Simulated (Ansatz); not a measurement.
# BeTlI3: complex band structure, part 2 of 3

A new crystal, BeTlI3: structure, gap and complex bands. It is built by putting Be for Ca in the CaTlI3 structure of space group Cmcm, with the volume rescaled by atomic radii. The parent structure comes from the Materials Project.

Ansatz 0.2.0; LDA DFT, plane waves, PAW files (the session's first sound run).

So far. Step 2 (Relaxing the new crystal): The largest force component on a free atom ends at 0.0041 eV/Å.

The structure was built from a prototype and need not be the compound's stable phase.

**3. Band edges**

The energy window and the wavevectors of the next steps follow from the band edges, so these are searched first, off the mesh as well.

File input.yaml:

```yaml
crystal:
  lattice:
    - [1.9348188881, -6.9824313831, 0.0]
    - [1.9348188881, 6.9824313831, 0.0]
    - [0.0, 0.0, 10.6194401879]
  atoms:
    - { symbol: Be, position: [0.0, 0.0, 0.0] }
    - { symbol: Be, position: [0.0, 0.0, 0.5] }
    - { symbol: Tl, position: [0.2616107053, 0.7383892947, 0.25] }
    - { symbol: Tl, position: [0.7383892947, 0.2616107053, 0.75] }
    - { symbol: I, position: [0.6249485477, 0.3750514523, 0.0388201407] }
    - { symbol: I, position: [0.3750514523, 0.6249485477, 0.9611798593] }
    - { symbol: I, position: [0.3750514523, 0.6249485477, 0.5388201407] }
    - { symbol: I, position: [0.6249485477, 0.3750514523, 0.4611798593] }
    - { symbol: I, position: [0.9506643463, 0.0493356537, 0.25] }
    - { symbol: I, position: [0.0493356537, 0.9506643463, 0.75] }
kpoints:
  mp_grid: { grid: [6, 6, 2] }
  band_path: { path: [VBM, CBM], npoints: 30 }
scf:
  occupations: { method: fixed }
hamiltonian:
  xc: lda
output:
  eigenvalues: true
  write_potential: true
  write_density: true
  volumetric_format: npy
```

The run is started by

```console
> ansatz run input.yaml --threads 2 --pin off --max-ram 4096MiB --backend cpu --events-out ev --progress --plain --runs-dir out
```

Numbers of over 12 decimals in the logs are rounded to 6 here.

The log of the run:

```text
[...]
Crystal: 10 atoms, lattice volume = 286.932 Å³
Basis set: ecut = 420 eV, 5619 PW (Γ)
Bands: 80, of which v1, the nominal top of the filled ones, is band 66 counted from 1 (65 counted from 0)
Symmetry: 8 space group operations
[...]
k-points: 26 of 72
[...]
SCF iter   1: F=—  HF=-66608.574591 eV  |F-HF|=—  |Δ(HF+E_count)|=         —  Δρ=4.48e-3  dr2=3.16e-2  ethr=1.77e-3  ⟨swp⟩=5.8  Hψ=7795  notcnv=0  defer=298
[...]
SCF iter   7: F=-66608.564790 eV  HF=-66608.564790 eV  |F-HF|=1.67e-9  |Δ(HF+E_count)|=   1.24e-8  Δρ=1.71e-6  dr2=1.00e-8  ethr=7.58e-11  ⟨swp⟩=14.8  Hψ=11189  notcnv=0
SCF 1 converged in 7 iterations: F = -66608.564790 eV  dr2 = 1.00e-8
[...]
NSCF: frozen V_eff on 52 k-points
[...]
SCF converged after 7 iterations
Free energy (F): -66608.564790 eV
[...]
Internal energy: -66608.564790 eV  (E = F + TS)
E sigma→0 (E₀):  -66608.564790 eV
Fermi energy:    7.665896 eV
[...]
--- Band table (eV; the first three rows and the last of 26) ---
  k-point 0: bands = [... 62 lower, 7.0224, 7.1730, 7.1805, 7.6120, 9.9289, 10.9258, 11.0774, 11.2928, ... 10 higher]
  k-point 1: bands = [... 62 lower, 7.4173, 7.4173, 7.6004, 7.6004, 9.9425, 9.9425, 11.0451, 11.0451, ... 10 higher]
  k-point 2: bands = [... 62 lower, 6.8912, 6.9693, 7.4260, 7.4502, 10.6043, 10.7965, 11.0040, 11.2709, ... 10 higher]
  k-point 25: bands = [... 62 lower, 7.0386, 7.0386, 7.4166, 7.4166, 10.1009, 10.1009, 10.9868, 10.9868, ... 10 higher]
```

Wall time 43 s (2 threads of AMD EPYC 9R45, shared host); peak memory 0.98 GiB; 86 s of CPU time.

Numbers from this step:

```
Fermi energy        : 7.666 eV
gap on the k-mesh   : 1.684 eV
gap on path         : 1.635 eV, by band count; negative where bands overlap
direct gap on path  : 2.443 eV
edge places on path : 0, 0.6267 1/A along the path
```

The electronic bands at the labelled points (eV, zero at the Fermi level (highest filled level under fixed occupations); v1 is the highest filled band, c1 the lowest empty one):

```csv
point,v4,v3,v2,v1,c1,c2,c3,c4
VBM,-0.55,-0.53,-0.40,0.00,2.67,2.78,2.87,3.09
halfway,-0.95,-0.82,-0.68,-0.39,2.34,3.08,3.46,3.61
CBM,-1.49,-1.11,-1.10,-0.81,1.64,2.39,2.81,2.97
```

The searched edges give 1.64 eV, under the 1.68 eV of the mesh, which misses an edge.

**4. Complex bands**

This step: LDA DFT, plane waves, PAW files; complex bands by layer matching along the plane's normal (Ansatz 0.2.0).

The same crystal is laid in a cell whose first two vectors span the (001) plane (indices of the standard conventional cell, whose axes can be ordered otherwise than in the bulk input). At fixed energy and wavevector in the plane the solver finds all kz, real and complex. A few wavevectors are listed, (0, 0) and (0.2708, -0.3854) in units of the plane's reciprocal vectors; the slowest state needn't be among them.

File input.yaml:

```yaml
crystal:
  lattice:
    - [7.245541536, 0.0, 0.0]
    - [1.03333177, 3.729118123, 0.0]
    - [0.0, 0.0, 10.619440188]
  atoms:
    - { symbol: Be, position: [0.0, 0.0, 0.0] }
    - { symbol: Be, position: [0.0, 0.0, 0.5] }
    - { symbol: Tl, position: [0.5232214106, 0.7383892947, 0.25] }
    - { symbol: Tl, position: [0.4767785894, 0.2616107053, 0.75] }
    - { symbol: I, position: [0.2498970954, 0.3750514523, 0.0388201407] }
    - { symbol: I, position: [0.7501029046, 0.6249485477, 0.9611798593] }
    - { symbol: I, position: [0.7501029046, 0.6249485477, 0.5388201407] }
    - { symbol: I, position: [0.2498970954, 0.3750514523, 0.4611798593] }
    - { symbol: I, position: [0.9013286926, 0.0493356537, 0.25] }
    - { symbol: I, position: [0.0986713074, 0.9506643463, 0.75] }
kpoints:
  mp_grid: { grid: [6, 6, 2] }
scf:
  occupations: { method: fixed }
hamiltonian:
  xc: lda
output:
  eigenvalues: true
  transmission:
    leads: [[0, 0]]
    kpoints: [[0.0, 0.0], [0.2708, -0.3854]]
    e_range: [-1.0, 2.64]
    de: 0.09
```

The log of the run:

```text
[...]
Crystal: 10 atoms, lattice volume = 286.932 Å³
Basis set: ecut = 420 eV, 5619 PW (Γ)
Bands: 80, of which v1, the nominal top of the filled ones, is band 66 counted from 1 (65 counted from 0)
Symmetry: 8 space group operations
[...]
k-points: 26 of 72
[...]
SCF iter   1: F=—  HF=-66608.574532 eV  |F-HF|=—  |Δ(HF+E_count)|=         —  Δρ=4.49e-3  dr2=3.10e-2  ethr=1.77e-3  ⟨swp⟩=5.8  Hψ=7839  notcnv=0  defer=301
[...]
SCF iter   7: F=-66608.564789 eV  HF=-66608.564789 eV  |F-HF|=2.63e-9  |Δ(HF+E_count)|=   5.03e-9  Δρ=1.67e-6  dr2=9.70e-9  ethr=7.58e-11  ⟨swp⟩=14.9  Hψ=11187  notcnv=0
SCF 1 converged in 7 iterations: F = -66608.564789 eV  dr2 = 9.70e-9
[...]
transmission: 14 of 28 steps passed
transmission: 28 of 28 steps passed
SCF converged after 7 iterations
Free energy (F): -66608.564789 eV
[...]
Internal energy: -66608.564789 eV  (E = F + TS)
E sigma→0 (E₀):  -66608.564789 eV
Fermi energy:    7.665896 eV
[...]
--- Band table (eV; the first three rows and the last of 26) ---
  k-point 0: bands = [... 62 lower, 7.0224, 7.1730, 7.1805, 7.6120, 9.9290, 10.9258, 11.0774, 11.2928, ... 10 higher]
  k-point 1: bands = [... 62 lower, 7.4173, 7.4173, 7.6004, 7.6004, 9.9425, 9.9425, 11.0451, 11.0451, ... 10 higher]
  k-point 2: bands = [... 62 lower, 6.8912, 6.9693, 7.4260, 7.4502, 10.6043, 10.7965, 11.0040, 11.2709, ... 10 higher]
  k-point 25: bands = [... 62 lower, 7.0386, 7.0386, 7.4166, 7.4166, 10.1009, 10.1009, 10.9868, 10.9868, ... 10 higher]
--- Transmission ---
  basis      : 241 plane waves across, 14 finite elements along
  points     : 2, as listed
  energies   : 41 from -1.000000 to 2.600000 eV about the Fermi level, 0.090000 eV apart; the leads are filled to 0.841777 eV, and channels, transmission and decay are at 0.800000 eV
  crystal 0  : Tl2I6Be2, at the sites [0, 0], period 10.6194 Å: whole cells are its period
    offset         : up to 0.0000 Å between an atom of the period and one for which it stands
    channels       : 0.000000e0 a spin
    conductance    : none, the energies end too early or step too widely for 300 K: set another output.transmission.e_range or a lower de, or, where they end at an eighth of basis.ecutwfc, a higher one
    slowest decay  : 0.1904 /Å at (0.0000, 0.0000)
```

The job ended after 29 s (2 threads; peak memory 1 GiB; 47 s of CPU time).

Numbers from this step:

```
level to which the leads are filled                       : 0.8418 eV from the Fermi level
decay constant at the filling level, zone centre          : 0.1903 Å⁻¹
decay constant at the filling level, slowest listed point : 0.1904 Å⁻¹
```

K parallel (0, 0); values up to 1.5 1/Å, a degenerate pair printed once or twice; energies at which all values exceed this have no row. The Im kz of the slowest decaying states by energy, zero at the highest filled level on the SCF mesh:

```csv
energy (eV),decay 1 (Å⁻¹),decay 2 (Å⁻¹),decay 3 (Å⁻¹),decay 4 (Å⁻¹)
-1.00,0.0596,0.134,0.208,0.276
-0.82,0.0541,0.219,0.243,0.324
-0.73,0.0418,0.141,0.203,0.216
-0.55,0.117,0.149,0.310,0.422
-0.46,0.243,0.319,0.440,0.801
-0.28,0.329,0.465,0.767,1.22
-0.10,0.362,0.477,0.731,1.19
-0.01,0.0521,0.133,0.376,0.479
0.17,0.115,0.297,0.399,0.473
0.26,0.134,0.359,0.409,0.459
0.44,0.160,0.426,0.444,0.617
0.62,0.178,0.438,0.470,0.582
0.71,0.185,0.443,0.481,0.565
0.89,0.195,0.448,0.499,0.536
0.98,0.198,0.450,0.506,0.522
1.16,0.201,0.451,0.495,0.518
1.34,0.200,0.451,0.468,0.528
1.43,0.198,0.451,0.454,0.532
1.61,0.190,0.423,0.450,0.538
1.70,0.183,0.406,0.450,0.540
1.88,0.164,0.365,0.450,0.544
2.06,0.132,0.312,0.450,0.546
2.15,0.102,0.275,0.450,0.546
2.33,0.176,0.452,0.546,0.737
2.42,0.195,0.453,0.545,0.714
2.60,0.200,0.455,0.543,0.663
```

K parallel (0.2708, -0.3854); values up to 1.5 1/Å, a degenerate pair printed once or twice; energies at which all values exceed this have no row. Table of Im kz of the slowest decaying states by energy, zero at the highest filled level on the SCF mesh:

| energy (eV) | decay 1 (Å⁻¹) | decay 2 (Å⁻¹) | decay 3 (Å⁻¹) | decay 4 (Å⁻¹) |
| --- | --- | --- | --- | --- |
| -1.00 | 0.0801 | 0.0901 | 0.334 | 0.443 |
| -0.82 | 0.128 | 0.166 | 0.319 | 0.438 |
| -0.64 | 0.183 | 0.203 | 0.287 | 0.326 |
| -0.46 | 0.204 | 0.226 | 0.308 | 0.394 |
| -0.28 | 0.222 | 0.242 | 0.324 | 0.414 |
| -0.10 | 0.236 | 0.254 | 0.335 | 0.417 |
| -0.01 | 0.242 | 0.260 | 0.339 | 0.416 |
| 0.08 | 0.248 | 0.264 | 0.342 | 0.414 |
| 0.26 | 0.257 | 0.271 | 0.346 | 0.408 |
| 0.44 | 0.265 | 0.276 | 0.347 | 0.388 |
| 0.62 | 0.270 | 0.280 | 0.346 | 0.361 |
| 0.80 | 0.274 | 0.281 | 0.335 | 0.343 |
| 0.98 | 0.275 | 0.281 | 0.304 | 0.339 |
| 1.16 | 0.261 | 0.278 | 0.282 | 0.334 |
| 1.34 | 0.213 | 0.271 | 0.281 | 0.328 |
| 1.52 | 0.138 | 0.262 | 0.281 | 0.323 |
| 1.70 | 0.248 | 0.287 | 0.312 | 0.317 |
| 1.88 | 0.231 | 0.283 | 0.311 | 1.13 |
| 2.06 | 0.210 | 0.262 | 0.304 | 1.11 |
| 2.24 | 0.183 | 0.234 | 0.297 | 1.08 |
| 2.42 | 0.143 | 0.147 | 0.155 | 0.287 |
| 2.60 | 0.0494 | 0.160 | 0.194 | 0.277 |

At the listed wavevectors the last open channel is at -0.10 eV and the next at +1.70 eV on the grid. At +0.80 eV, the grid energy nearest the filling level (the middle of the gap on the SCF mesh), the slowest state at the listed wavevectors decays with κ = 0.190 Å⁻¹, its amplitude falling by e over 5.3 Å. Through 1 nm of this crystal that state's transmission falls by exp(−2 × 0.190 Å⁻¹ × 10 Å) = 0.022.

**5. Decay over the two-dimensional zone**

The listed points could miss the slowest state, so one energy near mid-gap is solved on a mesh of 6×12.

input.yaml, as its differences from that of step 4:

```diff
@@ -24,6 +24,2 @@
   eigenvalues: true
-  transmission:
-    leads: [[0, 0]]
-    kpoints: [[0.0, 0.0], [0.2708, -0.3854]]
-    e_range: [-1.0, 2.64]
-    de: 0.09
+  transmission: { leads: [[0, 0]], kmesh: [6, 12], e_range: [0.82, 0.83], de: 0.05 }
```

The log of the run:

```text
[...]
Crystal: 10 atoms, lattice volume = 286.932 Å³
Basis set: ecut = 420 eV, 5619 PW (Γ)
Bands: 80, of which v1, the nominal top of the filled ones, is band 66 counted from 1 (65 counted from 0)
Symmetry: 8 space group operations
[...]
k-points: 26 of 72
[...]
SCF iter   1: F=—  HF=-66608.574532 eV  |F-HF|=—  |Δ(HF+E_count)|=         —  Δρ=4.49e-3  dr2=3.10e-2  ethr=1.77e-3  ⟨swp⟩=5.8  Hψ=7839  notcnv=0  defer=301
[...]
SCF iter   7: F=-66608.564789 eV  HF=-66608.564789 eV  |F-HF|=2.63e-9  |Δ(HF+E_count)|=   5.03e-9  Δρ=1.67e-6  dr2=9.70e-9  ethr=7.58e-11  ⟨swp⟩=14.9  Hψ=11187  notcnv=0
SCF 1 converged in 7 iterations: F = -66608.564789 eV  dr2 = 9.70e-9
[...]
transmission: 56 of 532 steps passed
transmission: 112 of 532 steps passed
[...]
transmission: 532 of 532 steps passed
SCF converged after 7 iterations
Free energy (F): -66608.564789 eV
[...]
Internal energy: -66608.564789 eV  (E = F + TS)
E sigma→0 (E₀):  -66608.564789 eV
Fermi energy:    7.665896 eV
[...]
--- Band table (eV; the first three rows and the last of 26) ---
  k-point 0: bands = [... 62 lower, 7.0224, 7.1730, 7.1805, 7.6120, 9.9290, 10.9258, 11.0774, 11.2928, ... 10 higher]
  k-point 1: bands = [... 62 lower, 7.4173, 7.4173, 7.6004, 7.6004, 9.9425, 9.9425, 11.0451, 11.0451, ... 10 higher]
  k-point 2: bands = [... 62 lower, 6.8912, 6.9693, 7.4260, 7.4502, 10.6043, 10.7965, 11.0040, 11.2709, ... 10 higher]
  k-point 25: bands = [... 62 lower, 7.0386, 7.0386, 7.4166, 7.4166, 10.1009, 10.1009, 10.9868, 10.9868, ... 10 higher]
--- Transmission ---
  basis      : 241 plane waves across, 14 finite elements along
  points     : 38, standing for a mesh of 6 x 12
  energies   : 1 from 0.820000 to 0.820000 eV about the Fermi level; the leads are filled to 0.841777 eV, and channels, transmission and decay are at 0.820000 eV
  crystal 0  : Tl2I6Be2, at the sites [0, 0], period 10.6194 Å: whole cells are its period
[...]
channels       : 0.000000e0 a spin
    conductance    : none, crystal 0 has no channel at the energies, or these end too early or step too widely for 300 K: set another output.transmission.e_range or a lower de, or, where they end at an eighth of basis.ecutwfc, a higher one
    slowest decay  : 0.1914 /Å at (0.0000, 0.0000)
```

Wall time 47 s (2 threads); peak memory 1.4 GiB.

Numbers from this step:

- least decay constant on the mesh: 0.1914 Å⁻¹

Slowest decay constant (1/Å; 0 where a channel is open) over k1 and k2. At 0.8200 eV from the Fermi level.

Values, 12 rows by 6 columns:
```
0.279 0.265 0.270 0.266 0.237 0.257
0.270 0.284 0.270 0.278 0.288 0.278
0.259 0.256 0.264 0.251 0.249 0.261
0.297 0.297 0.286 0.276 0.276 0.286
0.263 0.258 0.271 0.239 0.280 0.259
0.246 0.238 0.228 0.191 0.228 0.238
0.263 0.259 0.280 0.239 0.271 0.258
0.297 0.286 0.276 0.276 0.286 0.297
0.259 0.261 0.249 0.251 0.264 0.256
0.270 0.278 0.288 0.278 0.270 0.284
0.279 0.257 0.237 0.266 0.270 0.265
0.255 0.260 0.260 0.255 0.260 0.260
```
Columns: k1 (b1) from -0.5 to 0.333; rows upwards: k2 (b2) from -0.5 to 0.417.

The least value on the mesh is 0.191 Å⁻¹ at +0.82 eV. At that energy the listed points give about 0.191 Å⁻¹ by interpolation, so the mesh holds no clearly slower state.

**6. Band edges at another level, cutoff 1197.3 eV**

This step: LDA DFT, plane waves, norm-conserving files (Ansatz 0.2.0).

The edges again with norm-conserving files, at the same atoms. Against that run the cutoff is 1197 eV against 420.

File input.yaml:

```yaml
crystal:
  lattice:
    - [1.9348188881, -6.9824313831, 0.0]
    - [1.9348188881, 6.9824313831, 0.0]
    - [0.0, 0.0, 10.6194401879]
  atoms:
    - { symbol: Be, position: [0.0, 0.0, 0.0] }
    - { symbol: Be, position: [0.0, 0.0, 0.5] }
    - { symbol: Tl, position: [0.2616107053, 0.7383892947, 0.25] }
    - { symbol: Tl, position: [0.7383892947, 0.2616107053, 0.75] }
    - { symbol: I, position: [0.6249485477, 0.3750514523, 0.0388201407] }
    - { symbol: I, position: [0.3750514523, 0.6249485477, 0.9611798593] }
    - { symbol: I, position: [0.3750514523, 0.6249485477, 0.5388201407] }
    - { symbol: I, position: [0.6249485477, 0.3750514523, 0.4611798593] }
    - { symbol: I, position: [0.9506643463, 0.0493356537, 0.25] }
    - { symbol: I, position: [0.0493356537, 0.9506643463, 0.75] }
kpoints:
  mp_grid: { grid: [6, 6, 2] }
  band_path: { path: [VBM, CBM], npoints: 30 }
scf:
  occupations: { method: fixed }
hamiltonian:
  xc: lda
  pseudopotentials: { kind: nc }
output:
  eigenvalues: true
```

The log of the run:

```text
[...]
Crystal: 10 atoms, lattice volume = 286.932 Å³
Basis set: ecut = 1197.300995 eV, 26951 PW (Γ)
Bands: 48, of which v1, the nominal top of the filled ones, is band 38 counted from 1 (37 counted from 0)
Symmetry: 8 space group operations
[...]
k-points: 26 of 72
[...]
SCF iter   1: F=—  HF=-6186.094026 eV  |F-HF|=—  |Δ(HF+E_count)|=         —  Δρ=2.94e-2  dr2=7.63e0  ethr=3.10e-3  ⟨swp⟩=5.8  Hψ=5137  notcnv=0  defer=165
[...]
SCF iter   8: F=-6183.628923 eV  HF=-6183.628923 eV  |F-HF|=8.47e-9  |Δ(HF+E_count)|=   6.50e-8  Δρ=3.40e-6  dr2=4.24e-8  ethr=1.32e-10  ⟨swp⟩=18.8  Hψ=8036  notcnv=0
SCF 1 converged in 8 iterations: F = -6183.628923 eV  dr2 = 4.24e-8
[...]
SCF converged after 8 iterations
Free energy (F): -6183.628923 eV
[...]
Internal energy: -6183.628923 eV  (E = F + TS)
E sigma→0 (E₀):  -6183.628923 eV
Fermi energy:    6.073359 eV
[...]
--- Band table (eV; the first three rows and the last of 26) ---
  k-point 0: bands = [... 34 lower, 5.4244, 5.5806, 5.5871, 6.0197, 8.3383, 9.3296, 9.4879, 9.6978, ... 6 higher]
  k-point 1: bands = [... 34 lower, 5.8250, 5.8250, 6.0042, 6.0042, 8.3507, 8.3507, 9.4517, 9.4517, ... 6 higher]
  k-point 2: bands = [... 34 lower, 5.2983, 5.3767, 5.8290, 5.8554, 9.0135, 9.1999, 9.4089, 9.6751, ... 6 higher]
  k-point 25: bands = [... 34 lower, 5.4419, 5.4419, 5.8243, 5.8243, 8.5083, 8.5083, 9.3934, 9.3934, ... 6 higher]
```

It took 2.1 min on 2 threads; peak memory 2.3 GiB; 4.2 min of CPU time.

Numbers from this step:

* free energy: -6183.6289 eV
* Fermi energy: 6.073 eV
* gap on the k-mesh: 1.682 eV
* gap on path: 1.634 eV, by band count; negative where bands overlap
* direct gap on path: 2.442 eV

The electronic bands at the labelled points (eV, zero at the Fermi level (highest filled level under fixed occupations); v1 is the highest filled band, c1 the lowest empty one):

| point | v4 | v3 | v2 | v1 | c1 | c2 | c3 | c4 |
| --- | --- | --- | --- | --- | --- | --- | --- | --- |
| VBM | -0.55 | -0.53 | -0.40 | 0.00 | 2.67 | 2.77 | 2.86 | 3.09 |
| halfway | -0.95 | -0.82 | -0.69 | -0.40 | 2.34 | 3.08 | 3.46 | 3.61 |
| CBM | -1.49 | -1.11 | -1.10 | -0.81 | 1.63 | 2.39 | 2.81 | 2.96 |

The searched edges give 1.63 eV, under the 1.68 eV of the mesh, which misses an edge.

**7. Complex bands at another level**

This step: LDA DFT, plane waves, norm-conserving files; complex bands by layer matching along the plane's normal (Ansatz 0.2.0).

The complex bands at that level, over its own gap, at (0, 0) and (0.2708, -0.3854).

File input.yaml:

```yaml
crystal:
  lattice:
    - [7.245541536, 0.0, 0.0]
    - [1.03333177, 3.729118123, 0.0]
    - [0.0, 0.0, 10.619440188]
  atoms:
    - { symbol: Be, position: [0.0, 0.0, 0.0] }
    - { symbol: Be, position: [0.0, 0.0, 0.5] }
    - { symbol: Tl, position: [0.5232214106, 0.7383892947, 0.25] }
    - { symbol: Tl, position: [0.4767785894, 0.2616107053, 0.75] }
    - { symbol: I, position: [0.2498970954, 0.3750514523, 0.0388201407] }
    - { symbol: I, position: [0.7501029046, 0.6249485477, 0.9611798593] }
    - { symbol: I, position: [0.7501029046, 0.6249485477, 0.5388201407] }
    - { symbol: I, position: [0.2498970954, 0.3750514523, 0.4611798593] }
    - { symbol: I, position: [0.9013286926, 0.0493356537, 0.25] }
    - { symbol: I, position: [0.0986713074, 0.9506643463, 0.75] }
kpoints:
  mp_grid: { grid: [6, 6, 2] }
scf:
  occupations: { method: fixed }
hamiltonian:
  xc: lda
  pseudopotentials: { kind: nc }
output:
  eigenvalues: true
  transmission:
    leads: [[0, 0]]
    kpoints: [[0.0, 0.0], [0.2708, -0.3854]]
    e_range: [-1.0, 2.63]
    de: 0.09
```

The log of the run:

```text
Engine: ansatz 0.2.0, x86_64-unknown-linux-gnu
Pseudopotentials: kind: nc
Pseudopotential: Be, nc, valence charge 4, recommended cutoff 1197.300995 eV (normal), Be.nc.azcp (PseudoDojo's, or run here from an input of PseudoDojo's: the run reads no file of this project's for it)
Pseudopotential: Tl, nc, valence charge 13, recommended cutoff 843.552974 eV (normal), Tl.nc.azcp (PseudoDojo's, or run here from an input of PseudoDojo's: the run reads no file of this project's for it)
Pseudopotential: I, nc, valence charge 7, recommended cutoff 952.398519 eV (normal), I.nc.azcp (PseudoDojo's, or run here from an input of PseudoDojo's: the run reads no file of this project's for it)
Functional definition: SPW92
  exchange = slater_x
  correlation = pw_c
Error: memory limit exceeded: the `transmission` phase of `transmission` needs 7.33 GiB against the run's memory maximum of 4.00 GiB; largest carriers: transmission 6.94 GiB, unmodelled-tail allowance 0.30 GiB, source scf tables 0.08 GiB, source scf state 0.00 GiB; the layers of output.transmission grow with the square of the cell's cross-section: a lower cutoff or a narrower output.transmission.e_range takes less, and so, most of all in a narrow cell, does a wider de; where no e_range is typed, a fill by count is planned with a gap of 40 thermal energies
with nothing else changed it takes a maximum of at least 7.33 GiB, with nothing to spare, and 8.06 GiB leaves up to a tenth: --max-ram 8.06GiB where that set the maximum, else more of the term that did, and with no share typed, where 8.06 GiB is over 0.88 of the host's memory or its container's limit, a share of 0.88 or more that holds the maximum too (--max-ram-frac F), where one does; The budget is ten elevenths of [...]
`transmission` follows the SCF: where the deck gives it k-points, a mesh or a band count of its own, those are what to reduce (not on a resume, whose deck is fixed)
```

It took 0.19 s on 2 threads; peak memory 0.27 GiB.

The program refused the input before any cycle.

The program's message: “Error: memory limit exceeded: the `transmission` phase of `transmission` needs 7.33 GiB against the run's memory maximum of 4.00 GiB; largest carriers: transmission 6.94 GiB, unmodelled-tail allowance …”

(Part 2 of 3 ends here.)

[Logs are printed without paths, hosts, clocks, repeated set-up lines and the standing remarks that a program may print on its own settings, such as how far it seeks lower states.]

[Hosts, paths, dates, database ids (printed as entryN), source tags and the programs' standing remarks are cut or masked in the printed files.]
